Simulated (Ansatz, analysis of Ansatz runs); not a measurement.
# Migration in Li2ZnCl4 (Fd-3m): V_Li hop (3.6 Å), charge −1

How high is the barrier when Li changes place in Li2ZnCl4 (Fd-3m)? The case: V_Li hop (3.6 Å), charge −1, in a cell of 56 host atoms with 1 Li taken out.

Method: plane-wave PAW DFT, PBEsol; nudged elastic band between two relaxed defect structures at fixed charge in a uniform background, in Ansatz 0.2.0.

## (1) The structure

The cell holds 55 atoms: 15 Li, 8 Zn and 32 Cl. Cell: a = 10.231 Å, b = 10.231 Å, c = 10.231 Å, α = 90.0°, β = 90.0°, γ = 90.0°. It derives from Li2ZnCl4 (space group Fd-3m). Nearest the centre at fractional (0.750, 0.625, 0.750): Cl47 at 1.76 Å, Cl39 at 1.76 Å, Li8 at 1.81 Å, Cl43 at 3.08 Å, Cl31 at 3.08 Å, Li15 at 3.13 Å, Li4 at 3.13 Å, Cl34 at 3.13 Å. The cell carries charge −1.

The cell's shortest repeat is 10.2 Å.

## (2) Relaxation of the start point, charge −1

The ends come first: from an unrelaxed start the top is counted from too high an energy, and the barrier comes out too low. Small random displacements break the symmetry of the ideal sites, so that the defect can distort if it gains by it. The charge of −1 is set by the electron count, and a uniform background keeps the cell neutral.

The input, qm1.start/input.yaml:

```yaml
crystal:
  lattice:
    - [10.2311792, 0.0, 0.0]
    - [0.0, 10.2311792, 0.0]
    - [0.0, 0.0, 10.2311792]
  atoms:
    - { symbol: Li, position: [0.375, 0.375, 0.625] }
    - { symbol: Li, position: [0.375, 0.875, 0.125] }
    - { symbol: Li, position: [0.875, 0.375, 0.125] }
    - { symbol: Li, position: [0.875, 0.875, 0.625] }
    - { symbol: Li, position: [0.375, 0.125, 0.875] }
    - { symbol: Li, position: [0.375, 0.625, 0.375] }
    - { symbol: Li, position: [0.875, 0.125, 0.375] }
    - { symbol: Li, position: [0.875, 0.625, 0.875] }
    - { symbol: Li, position: [0.125, 0.125, 0.625] }
    - { symbol: Li, position: [0.125, 0.625, 0.125] }
    - { symbol: Li, position: [0.625, 0.125, 0.125] }
    - { symbol: Li, position: [0.125, 0.375, 0.875] }
    - { symbol: Li, position: [0.125, 0.875, 0.375] }
    - { symbol: Li, position: [0.625, 0.375, 0.375] }
    - { symbol: Li, position: [0.625, 0.875, 0.875] }
    - { symbol: Zn, position: [0.0, 0.0, 0.0] }
    - { symbol: Zn, position: [0.0, 0.5, 0.5] }
    - { symbol: Zn, position: [0.5, 0.0, 0.5] }
    - { symbol: Zn, position: [0.5, 0.5, 0.0] }
    - { symbol: Zn, position: [0.25, 0.25, 0.25] }
    - { symbol: Zn, position: [0.25, 0.75, 0.75] }
    - { symbol: Zn, position: [0.75, 0.25, 0.75] }
    - { symbol: Zn, position: [0.75, 0.75, 0.25] }
    - { symbol: Cl, position: [0.37836869, 0.12163131, 0.12163131] }
    - { symbol: Cl, position: [0.37836869, 0.62163131, 0.62163131] }
    - { symbol: Cl, position: [0.87836869, 0.12163131, 0.62163131] }
    - { symbol: Cl, position: [0.87836869, 0.62163131, 0.12163131] }
    - { symbol: Cl, position: [0.37163131, 0.37163131, 0.87163131] }
    - { symbol: Cl, position: [0.37163131, 0.87163131, 0.37163131] }
    - { symbol: Cl, position: [0.87163131, 0.37163131, 0.37163131] }
    - { symbol: Cl, position: [0.87163131, 0.87163131, 0.87163131] }
    - { symbol: Cl, position: [0.37836869, 0.37836869, 0.37836869] }
    - { symbol: Cl, position: [0.37836869, 0.87836869, 0.87836869] }
    - { symbol: Cl, position: [0.87836869, 0.37836869, 0.87836869] }
    - { symbol: Cl, position: [0.87836869, 0.87836869, 0.37836869] }
    - { symbol: Cl, position: [0.37163131, 0.12836869, 0.62836869] }
    - { symbol: Cl, position: [0.37163131, 0.62836869, 0.12836869] }
    - { symbol: Cl, position: [0.87163131, 0.12836869, 0.12836869] }
    - { symbol: Cl, position: [0.87163131, 0.62836869, 0.62836869] }
    - { symbol: Cl, position: [0.12836869, 0.37163131, 0.62836869] }
    - { symbol: Cl, position: [0.12836869, 0.87163131, 0.12836869] }
    - { symbol: Cl, position: [0.62836869, 0.37163131, 0.12836869] }
    - { symbol: Cl, position: [0.62836869, 0.87163131, 0.62836869] }
    - { symbol: Cl, position: [0.12836869, 0.12836869, 0.87163131] }
    - { symbol: Cl, position: [0.12836869, 0.62836869, 0.37163131] }
    - { symbol: Cl, position: [0.62836869, 0.12836869, 0.37163131] }
    - { symbol: Cl, position: [0.62836869, 0.62836869, 0.87163131] }
    - { symbol: Cl, position: [0.12163131, 0.37836869, 0.12163131] }
    - { symbol: Cl, position: [0.12163131, 0.87836869, 0.62163131] }
    - { symbol: Cl, position: [0.62163131, 0.37836869, 0.62163131] }
    - { symbol: Cl, position: [0.62163131, 0.87836869, 0.12163131] }
    - { symbol: Cl, position: [0.12163131, 0.12163131, 0.37836869] }
    - { symbol: Cl, position: [0.12163131, 0.62163131, 0.87836869] }
    - { symbol: Cl, position: [0.62163131, 0.12163131, 0.87836869] }
    - { symbol: Cl, position: [0.62163131, 0.62163131, 0.37836869] }
total_charge: -1
basis:
  ecutwfc: 420
  xc_grid: 2
hamiltonian:
  xc: pbesol
kpoints:
  mp_grid: { grid: [1, 1, 1], shift: [0.25, 0.25, 0.25] }
scf:
  occupations: { method: fixed }
  max_iter: 120
output:
  forces: true
relax:
  f_tol: 0.02
  max_steps: 70
  random_displacement: { amplitude: 0.03, seed: 820 }
```

Command:

```
> ansatz run input.yaml --threads 4 --pin off --max-ram 7536MiB --backend cpu --events-out ev --progress --plain --runs-dir out
```

Numbers of over 12 decimals in the logs are rounded to 6 here.

The log of the run:

```text
[... repeated set-up lines and file paths are left out, and long positions are rounded to six places ...]
The last accepted step is kept in <dir> (removed where the run ends without a failure and the disk answers)
Engine: ansatz 0.2.0, aarch64-unknown-linux-gnu
Pseudopotentials: kind: paw
Pseudopotential: Li, paw, valence charge 3, recommended cutoff 420 eV (normal), Li.paw.azcp
Pseudopotential: Zn, paw, valence charge 12, recommended cutoff 420 eV (normal), Zn.paw.azcp
Pseudopotential: Cl, paw, valence charge 7, recommended cutoff 420 eV (normal), Cl.paw.azcp
Functional definition: PBEsol
  exchange = pbesol_x
  correlation = pbesol_c
Crystal: 55 atoms, lattice volume = 1070.969 Å³
Basis set: ecut = 420 eV, 20863 PW (Γ), exchange–correlation on 144×144×144 points (8 copies of the dense FFT grid, shifted against one another)
Bands: 238, of which v1, the nominal top of the filled ones, is band 183 counted from 1 (182 counted from 0)
Symmetry: 1 space group operations
k-points: 1
Non-local potential: Li, projectors of the file, l = 0: 3, l = 1: 2, l = 2: 1
Non-local potential: Zn, projectors of the file, l = 0: 2, l = 1: 2, l = 2: 3, l = 3: 1
Non-local potential: Cl, projectors of the file, l = 0: 2, l = 1: 2, l = 2: 2
PAW form: soft (Blöchl's): semilocal exchange-correlation on the pseudo side does not see the compensation charge
PAW frozen core: Zn, regenerated for the run's functional, and the local potential with it (the file was generated under x = pbe(κ = 0.804, μ = 0.219515), c = pbe(β = 0.066725))
PAW frozen core: Cl, regenerated for the run's functional, and the local potential with it (the file was generated under x = pbe(κ = 0.804, μ = 0.219515), c = pbe(β = 0.066725))
PAW one-centre angular grid: Li, 110 points (default); XC on 64 Gauss nodes
PAW one-centre angular grid: Zn, 590 points (default); XC on 64 Gauss nodes
PAW one-centre angular grid: Cl, 110 points (default); XC on 64 Gauss nodes
Initial density: superposition of atomic densities (neutral atoms scaled as one to the charged cell's electrons: chi_scale 0, normalization atom), corrected by the library's trained network
Initial wavefunctions: pseudopotential atomic-orbital guess
Functional: x = pbesol(κ = 0.804, μ = 0.123457), c = pbesol(β = 0.046)
SCF iter   1: F=—  HF=-63316.718683 eV  |F-HF|=—  |Δ(HF+E_count)|=         —  Δρ=1.02e-2  dr2=9.57e-1  ethr=1.77e-3  ⟨swp⟩=6.0  Hψ=769  notcnv=0  defer=53
preconditioner: auto → Resta (q_TF=auto, 2.281 Å⁻¹)  ε∞=3.7  [insulator: Δε(μ)=4.389 eV  Ē_g=12.673 eV  n_scr=202 (ndim 8)  ℏωp=20.8 eV  f_vac=0.014  ε∞_Penn≈3.7]
SCF iter   2: F=—  HF=-63316.444248 eV  |F-HF|=—  |Δ(HF+E_count)|=   2.74e-1  Δρ=2.42e-3  dr2=7.58e-2  ethr=2.62e-4  ⟨swp⟩=2.0  Hψ=384  notcnv=0  defer=53
SCF iter   3: F=—  HF=-63316.402076 eV  |F-HF|=—  |Δ(HF+E_count)|=   4.22e-2  Δρ=1.86e-3  dr2=3.69e-2  ethr=2.07e-5  ⟨swp⟩=2.0  Hψ=329  notcnv=0  defer=51
automatic band count: iteration 3 solves 236 bands in place of 238: the levels show a gap, and the empty bands left out lie too high to hold charge; the band table lists the bands solved (type scf.n_extra_bands for more)
SCF iter   4: F=—  HF=-63316.394882 eV  |F-HF|=—  |Δ(HF+E_count)|=   7.19e-3  Δρ=5.29e-4  dr2=2.13e-3  ethr=1.01e-5  ⟨swp⟩=2.0  Hψ=329  notcnv=0  defer=51
SCF iter   5: F=—  HF=-63316.399064 eV  |F-HF|=—  |Δ(HF+E_count)|=   4.18e-3  Δρ=1.40e-4  dr2=1.41e-4  ethr=5.81e-7  ⟨swp⟩=2.0  Hψ=380  notcnv=0  defer=51
SCF iter   6: F=—  HF=-63316.399141 eV  |F-HF|=—  |Δ(HF+E_count)|=   7.67e-5  Δρ=5.71e-5  dr2=2.15e-5  ethr=3.85e-8  ⟨swp⟩=2.0  Hψ=327  notcnv=0  defer=51
SCF iter   7: F=-63316.399134 eV  HF=-63316.399134 eV  |F-HF|=1.08e-7  |Δ(HF+E_count)|=   6.35e-6  Δρ=2.55e-5  dr2=4.70e-6  ethr=2.73e-9  ⟨swp⟩=4.0  Hψ=714  notcnv=0
SCF 1 converged in 7 iterations: F = -63316.399134 eV  dr2 = 4.70e-6
  greatest PAW one-centre occupation: 0.999 electrons in one spin orbital (limit 2), on the Li atom at site 4 (counted from 0), in its partial waves of l = 0
relax step   1: F+E_penalty+E_count = -63316.39913447 eV  Δ(F+E_penalty+E_count) = +0.000e0 eV  max|allowed force component| = 6.678e-1 eV/Å  Δτ_max = 0.0000 Å  (7 SCF iters, dr2 threshold 1.00e-5 eV, accepted)
[... the SCF cycles and remarks between the steps are left out from here to the last step ...]
relax step   2: F+E_penalty+E_count = -63316.62048081 eV  Δ(F+E_penalty+E_count) = -2.213e-1 eV  max|allowed force component| = 3.199e-1 eV/Å  Δτ_max = 0.1073 Å  (6 SCF iters, dr2 threshold 2.79e-5 eV, accepted)
relax step   3: F+E_penalty+E_count = -63316.70928077 eV  Δ(F+E_penalty+E_count) = -8.880e-2 eV  max|allowed force component| = 3.272e-2 eV/Å  Δτ_max = 0.0801 Å  (7 SCF iters, dr2 threshold 6.40e-6 eV, accepted)
SCF iter   1: F=—  HF=-63316.712745 eV  |F-HF|=—  |Δ(HF+E_count)|=         —  Δρ=1.03e-3  dr2=6.24e-3  ethr=4.43e-5  ⟨swp⟩=3.0  Hψ=351  notcnv=0  defer=51
automatic band count: iteration 1 solves 236 bands in place of 238: the levels show a gap, and the empty bands left out lie too high to hold charge; the band table lists the bands solved (type scf.n_extra_bands for more)
SCF iter   2: F=—  HF=-63316.711088 eV  |F-HF|=—  |Δ(HF+E_count)|=   1.66e-3  Δρ=4.72e-4  dr2=1.29e-3  ethr=1.70e-6  ⟨swp⟩=2.0  Hψ=284  notcnv=0  defer=51
SCF iter   3: F=—  HF=-63316.710833 eV  |F-HF|=—  |Δ(HF+E_count)|=   2.55e-4  Δρ=5.99e-5  dr2=4.72e-5  ethr=3.52e-7  ⟨swp⟩=2.0  Hψ=293  notcnv=0  defer=45
SCF iter   4: F=—  HF=-63316.711923 eV  |F-HF|=—  |Δ(HF+E_count)|=   1.09e-3  Δρ=4.13e-5  dr2=1.24e-5  ethr=1.29e-8  ⟨swp⟩=2.0  Hψ=374  notcnv=0  defer=45
SCF iter   5: F=—  HF=-63316.711918 eV  |F-HF|=—  |Δ(HF+E_count)|=   5.51e-6  Δρ=1.56e-5  dr2=2.01e-6  ethr=3.39e-9  ⟨swp⟩=2.0  Hψ=327  notcnv=0  defer=45
SCF iter   6: F=—  HF=-63316.711918 eV  |F-HF|=—  |Δ(HF+E_count)|=   2.71e-7  Δρ=4.02e-6  dr2=2.27e-7  ethr=5.50e-10  ⟨swp⟩=2.0  Hψ=321  notcnv=0  defer=45
SCF iter   7: F=-63316.711918 eV  HF=-63316.711918 eV  |F-HF|=8.92e-9  |Δ(HF+E_count)|=   1.73e-7  Δρ=1.05e-6  dr2=1.72e-8  ethr=2.73e-11  ⟨swp⟩=4.0  Hψ=625  notcnv=0
SCF 4 converged in 7 iterations: F = -63316.711918 eV  dr2 = 1.72e-8
relax step   4: F+E_penalty+E_count = -63316.71191780 eV  Δ(F+E_penalty+E_count) = -2.637e-3 eV  max|allowed force component| = 4.805e-3 eV/Å  Δτ_max = 0.0202 Å  (7 SCF iters, accepted)
SCF converged after 7 iterations
Free energy (F): -63316.711918 eV
Harris-Foulkes:  -63316.711918 eV  (|F-HF|=8.92e-9)
Internal energy: -63316.711918 eV  (E = F + TS)
E sigma→0 (E₀):  -63316.711918 eV
Fermi energy:    2.118963 eV
--- Per-component energies (eV) ---
  E_band       = -2054.260037
  E_kinetic    = 6541.974155
  E_local      = -26531.087231  (includes V_loc(G=0)·N_el)
  E_nonlocal   = 5382.489088
  E_hartree    = 10187.210512
  E_xc         = -4640.737114
  E_vxc        = -4518.013732  (∫ρ·V_xc dr)
  E_paw        = -35187.122295  (= ΣΔE_a)
  E_vpaw       = -3304.043960  (= ΣTr[D̂ρ^β])
  E_aug_tail   = 0.000114  (compensation charges beyond the density's cutoff)
  E_ewald      = -19078.327815
  E_core_change = 8.888667  (= ΣΔE_core)
  E_smearing   = -0.000000  (= −TS)
  E_closure    = -0.000000  (closes the sum)
  E_deformation_potential = -10.629701  (in the stress; not in F)
  Σ components = -63316.711918   (vs F -63316.711918, Δ=0.00e0)
--- Forces (eV/Å), atoms counted from 1 ---
  atom   1  Li     0.00077355     0.00070814     0.00094546
  atom   2  Li     0.00035183     0.00014422    -0.00060965
  [... 1 atom left out ...]
  atom   4  Li    -0.00018988    -0.00048209    -0.00074529
  [... 3 atoms left out ...]
  atom   8  Li    -0.00088548    -0.00141231    -0.00068364
  [... 6 atoms left out ...]
  atom  15  Li    -0.00141954    -0.00054525    -0.00027740
  [... 6 atoms left out ...]
  atom  22  Zn    -0.00141995    -0.00318229    -0.00084101
  [... 8 atoms left out ...]
  atom  31  Cl     0.00250424     0.00089197     0.00163503
  [... 2 atoms left out ...]
  atom  34  Cl     0.00031736     0.00066198     0.00012845
  [... 4 atoms left out ...]
  atom  39  Cl    -0.00200673    -0.00216933    -0.00087168
  [... 3 atoms left out ...]
  atom  43  Cl    -0.00039133    -0.00184702    -0.00031765
  [... 3 atoms left out ...]
  atom  47  Cl    -0.00080212    -0.00216823    -0.00217615
  [... 2 atoms left out ...]
  atom  50  Cl     0.00051859     0.00209753     0.00225504
  [... 5 atoms left out ...]
  max |Σ_I F_I| component: 8.56e-6 eV/Å
--- Relaxed structure (4 steps of the walk, 4 accepted, 0 SCFs on fresh bases) ---
  F+E_penalty+E_count = -63316.71191780 eV   max|allowed force component| = 4.805e-3 eV/Å
  atoms:
    - { symbol: Li, position: [0.383101, 0.382669, 0.630565] }
    - { symbol: Li, position: [0.376669, 0.873462, 0.124638] }
    [... 1 atom left out ...]
    - { symbol: Li, position: [0.867352, 0.867104, 0.618565] }
    [... 3 atoms left out ...]
    - { symbol: Li, position: [0.867422, 0.619039, 0.866735] }
    [... 6 atoms left out ...]
    - { symbol: Li, position: [0.619276, 0.867146, 0.866738] }
    [... 6 atoms left out ...]
    - { symbol: Zn, position: [0.747927, 0.247397, 0.747224] }
    [... 8 atoms left out ...]
    - { symbol: Cl, position: [0.870683, 0.870454, 0.870058] }
    [... 2 atoms left out ...]
    - { symbol: Cl, position: [0.878846, 0.374087, 0.878202] }
    [... 4 atoms left out ...]
    - { symbol: Cl, position: [0.875407, 0.627162, 0.626760] }
    [... 3 atoms left out ...]
    - { symbol: Cl, position: [0.627392, 0.874949, 0.626756] }
    [... 3 atoms left out ...]
    - { symbol: Cl, position: [0.627408, 0.627168, 0.874704] }
    [... 2 atoms left out ...]
    - { symbol: Cl, position: [0.623095, 0.374801, 0.622368] }
    [... 5 atoms left out ...]
```

Run time: 36 s. Hardware: 4 threads of Arm Neoverse V2, shared host; peak memory 1.5 GiB; 2.3 min of CPU time.

The steps of the relaxation:

```tsv
step	energy less that of the first step (eV)	largest force component (eV/Å)
1	0.0000	0.6678
2	-0.2213	0.3199
3	-0.3101	0.0327
4	-0.3128	0.0048
```

The atoms that moved most (Å, from the sites as typed, ahead of the random displacement, the mean shift of all atoms taken out):

```tsv
atom	dx	dy	dz	length
Li14	0.061	0.081	0.080	0.130
Li4	-0.081	-0.080	-0.062	0.129
Li1	0.080	0.079	0.061	0.129
Li15	-0.061	-0.079	-0.080	0.128
Li8	-0.080	-0.060	-0.080	0.128
Li6	0.080	0.060	0.080	0.128
Cl33	-0.044	0.002	0.003	0.044
Cl35	0.003	0.003	-0.043	0.044
```

Neighbours of Li8 at the end:

```tsv
atom	distance (Å)
Cl39	2.458
Cl47	2.458
Cl34	2.512
Cl31	2.573
Cl27	2.582
Cl53	2.582
Li4	3.590
Li15	3.590
Li3	3.623
Li12	3.623
```

Numbers from this step:

```
free energy                                                                                       : -63316.7119 eV
r.m.s. move of the farther half of the atoms                                                      : 0.03458 Å
largest move from the ideal geometry of this structure, a common shift of the far atoms taken out : 0.1590 Å
```

The relaxation gained 0.313 eV and ended with a largest force component of 0.0048 eV/Å.

## (3) Relaxation of the end point, charge −1

The end point is relaxed in the same cell and settings, so that the two energies compare. Atoms more than 3.2 Å from the middle of the hop start where the first relaxation left them, the nearer ones on or close to their ideal places, with small random displacements.

The input, qm1.end/input.yaml:

```yaml
crystal:
  lattice:
    - [10.2311792, 0.0, 0.0]
    - [0.0, 10.2311792, 0.0]
    - [0.0, 0.0, 10.2311792]
  atoms:
    - { symbol: Li, position: [0.3825284, 0.3825369, 0.63065703] }
    - { symbol: Li, position: [0.37609588, 0.87333053, 0.12472996] }
[... 1 atom line left out ...]
    - { symbol: Li, position: [0.875, 0.875, 0.625] }
[... 3 atom lines left out ...]
    - { symbol: Li, position: [0.625, 0.625, 0.625] }
[... 6 atom lines left out ...]
    - { symbol: Li, position: [0.625, 0.875, 0.875] }
[... 1 atom line left out ...]
    - { symbol: Zn, position: [0.00221042, 0.50212267, 0.50203847] }
[... 1 atom line left out ...]
    - { symbol: Zn, position: [0.50200972, 0.50212875, 0.00214637] }
[... 2 atom lines left out ...]
    - { symbol: Zn, position: [0.74735398, 0.24726484, 0.74731558] }
[... 8 atom lines left out ...]
    - { symbol: Cl, position: [0.87163131, 0.87163131, 0.87163131] }
[... 2 atom lines left out ...]
    - { symbol: Cl, position: [0.87836869, 0.37836869, 0.87836869] }
[... 4 atom lines left out ...]
    - { symbol: Cl, position: [0.87163131, 0.62836869, 0.62836869] }
[... 3 atom lines left out ...]
    - { symbol: Cl, position: [0.62836869, 0.87163131, 0.62836869] }
[... 3 atom lines left out ...]
    - { symbol: Cl, position: [0.62836869, 0.62836869, 0.87163131] }
[... 2 atom lines left out ...]
    - { symbol: Cl, position: [0.62163131, 0.37836869, 0.62163131] }
[... 4 atom lines left out ...]
    - { symbol: Cl, position: [0.62250855, 0.62262037, 0.37463177] }
total_charge: -1
basis:
  ecutwfc: 420
  xc_grid: 2
hamiltonian:
  xc: pbesol
kpoints:
  mp_grid: { grid: [1, 1, 1], shift: [0.25, 0.25, 0.25] }
scf:
  occupations: { method: fixed }
  max_iter: 120
output:
  forces: true
relax:
  f_tol: 0.02
  max_steps: 70
  random_displacement: { amplitude: 0.01, seed: 820 }
```

The log of the run:

```text
[...]
Crystal: 55 atoms, lattice volume = 1070.969 Å³
Basis set: ecut = 420 eV, 20863 PW (Γ), exchange–correlation on 144×144×144 points (8 copies of the dense FFT grid, shifted against one another)
Bands: 238, of which v1, the nominal top of the filled ones, is band 183 counted from 1 (182 counted from 0)
Symmetry: 1 space group operations
k-points: 1
[...]
SCF iter   1: F=—  HF=-63316.755024 eV  |F-HF|=—  |Δ(HF+E_count)|=         —  Δρ=1.01e-2  dr2=9.47e-1  ethr=1.77e-3  ⟨swp⟩=5.0  Hψ=768  notcnv=0  defer=53
[...]
SCF iter   7: F=-63316.433510 eV  HF=-63316.433511 eV  |F-HF|=1.29e-6  |Δ(HF+E_count)|=   3.93e-6  Δρ=2.55e-5  dr2=4.66e-6  ethr=2.73e-9  ⟨swp⟩=4.0  Hψ=725  notcnv=0
SCF 1 converged in 7 iterations: F = -63316.433510 eV  dr2 = 4.66e-6
[...]
F+E_penalty+E_count = -63316.71053384 eV   max|allowed force component| = 5.178e-3 eV/Å
  atoms:
    - { symbol: Li, position: [0.375152, 0.376742, 0.626382] }
    - { symbol: Li, position: [0.375135, 0.873868, 0.123462] }
    [... 1 atom left out ...]
    - { symbol: Li, position: [0.881257, 0.867338, 0.632887] }
[...]
- { symbol: Li, position: [0.633192, 0.619259, 0.632982] }
[...]
- { symbol: Li, position: [0.633127, 0.867308, 0.881125] }
[...]
- { symbol: Zn, position: [0.497192, 0.502726, -0.002850] }
[...]
- { symbol: Cl, position: [0.872875, 0.874288, 0.872653] }
[...]
- { symbol: Cl, position: [0.877560, 0.376311, 0.877377] }
[...]
- { symbol: Cl, position: [0.873160, 0.627402, 0.625081] }
    [... 3 atoms left out ...]
    - { symbol: Cl, position: [0.629546, 0.871202, 0.629360] }
    [... 3 atoms left out ...]
    - { symbol: Cl, position: [0.625402, 0.627424, 0.872954] }
    [... 2 atoms left out ...]
    - { symbol: Cl, position: [0.621899, 0.374103, 0.621679] }
    [... 5 atoms left out ...]
[key lines of the parts left out:]
SCF converged after 6 iterations
Free energy (F): -63316.710534 eV
Fermi energy:    2.202510 eV
```

Wall time 46 s (4 threads); peak memory 1.5 GiB.

The steps of the relaxation:

```tsv
step	energy less that of the first step (eV)	largest force component (eV/Å)
1	0.0000	0.6698
2	-0.2058	0.3141
3	-0.2748	0.0323
4	-0.2766	0.0205
5	-0.2770	0.0052
```

The atoms that moved most (Å, from the sites as typed, ahead of the random displacement):

```tsv
atom	dx	dy	dz	length
Li8	0.083	-0.058	0.083	0.131
Li15	0.082	-0.078	0.064	0.130
Li10	-0.080	0.068	-0.078	0.130
Li4	0.063	-0.078	0.082	0.130
Li6	-0.076	-0.054	-0.076	0.120
Li12	-0.075	0.074	-0.043	0.114
Li3	-0.043	0.072	-0.076	0.113
Li14	-0.042	-0.061	-0.076	0.106
```

Neighbours of Li8 at the end:

```tsv
atom	distance (Å)
Cl39	2.458
Cl47	2.458
Cl50	2.514
Cl43	2.578
Cl25	2.584
Cl55	2.584
Li4	3.589
Li15	3.590
Li14	3.623
Li1	3.624
```

This step gave:

```
free energy                                                                                       : -63316.7105 eV
r.m.s. move of the farther half of the atoms                                                      : 0.03606 Å
largest move from the ideal geometry of this structure, a common shift of the far atoms taken out : 0.1625 Å
```

The relaxation gained 0.277 eV and ended with a largest force component of 0.0052 eV/Å. The end lies 0.001 eV above the start.

[end of part 1 of 4]

[Logs are printed without paths, hosts, clocks, repeated set-up lines and the standing remarks that a program may print on its own settings, such as how far it seeks lower states.]

[Hosts, paths, dates, database ids (printed as entryN), source tags and the programs' standing remarks are cut or masked in the printed files.]
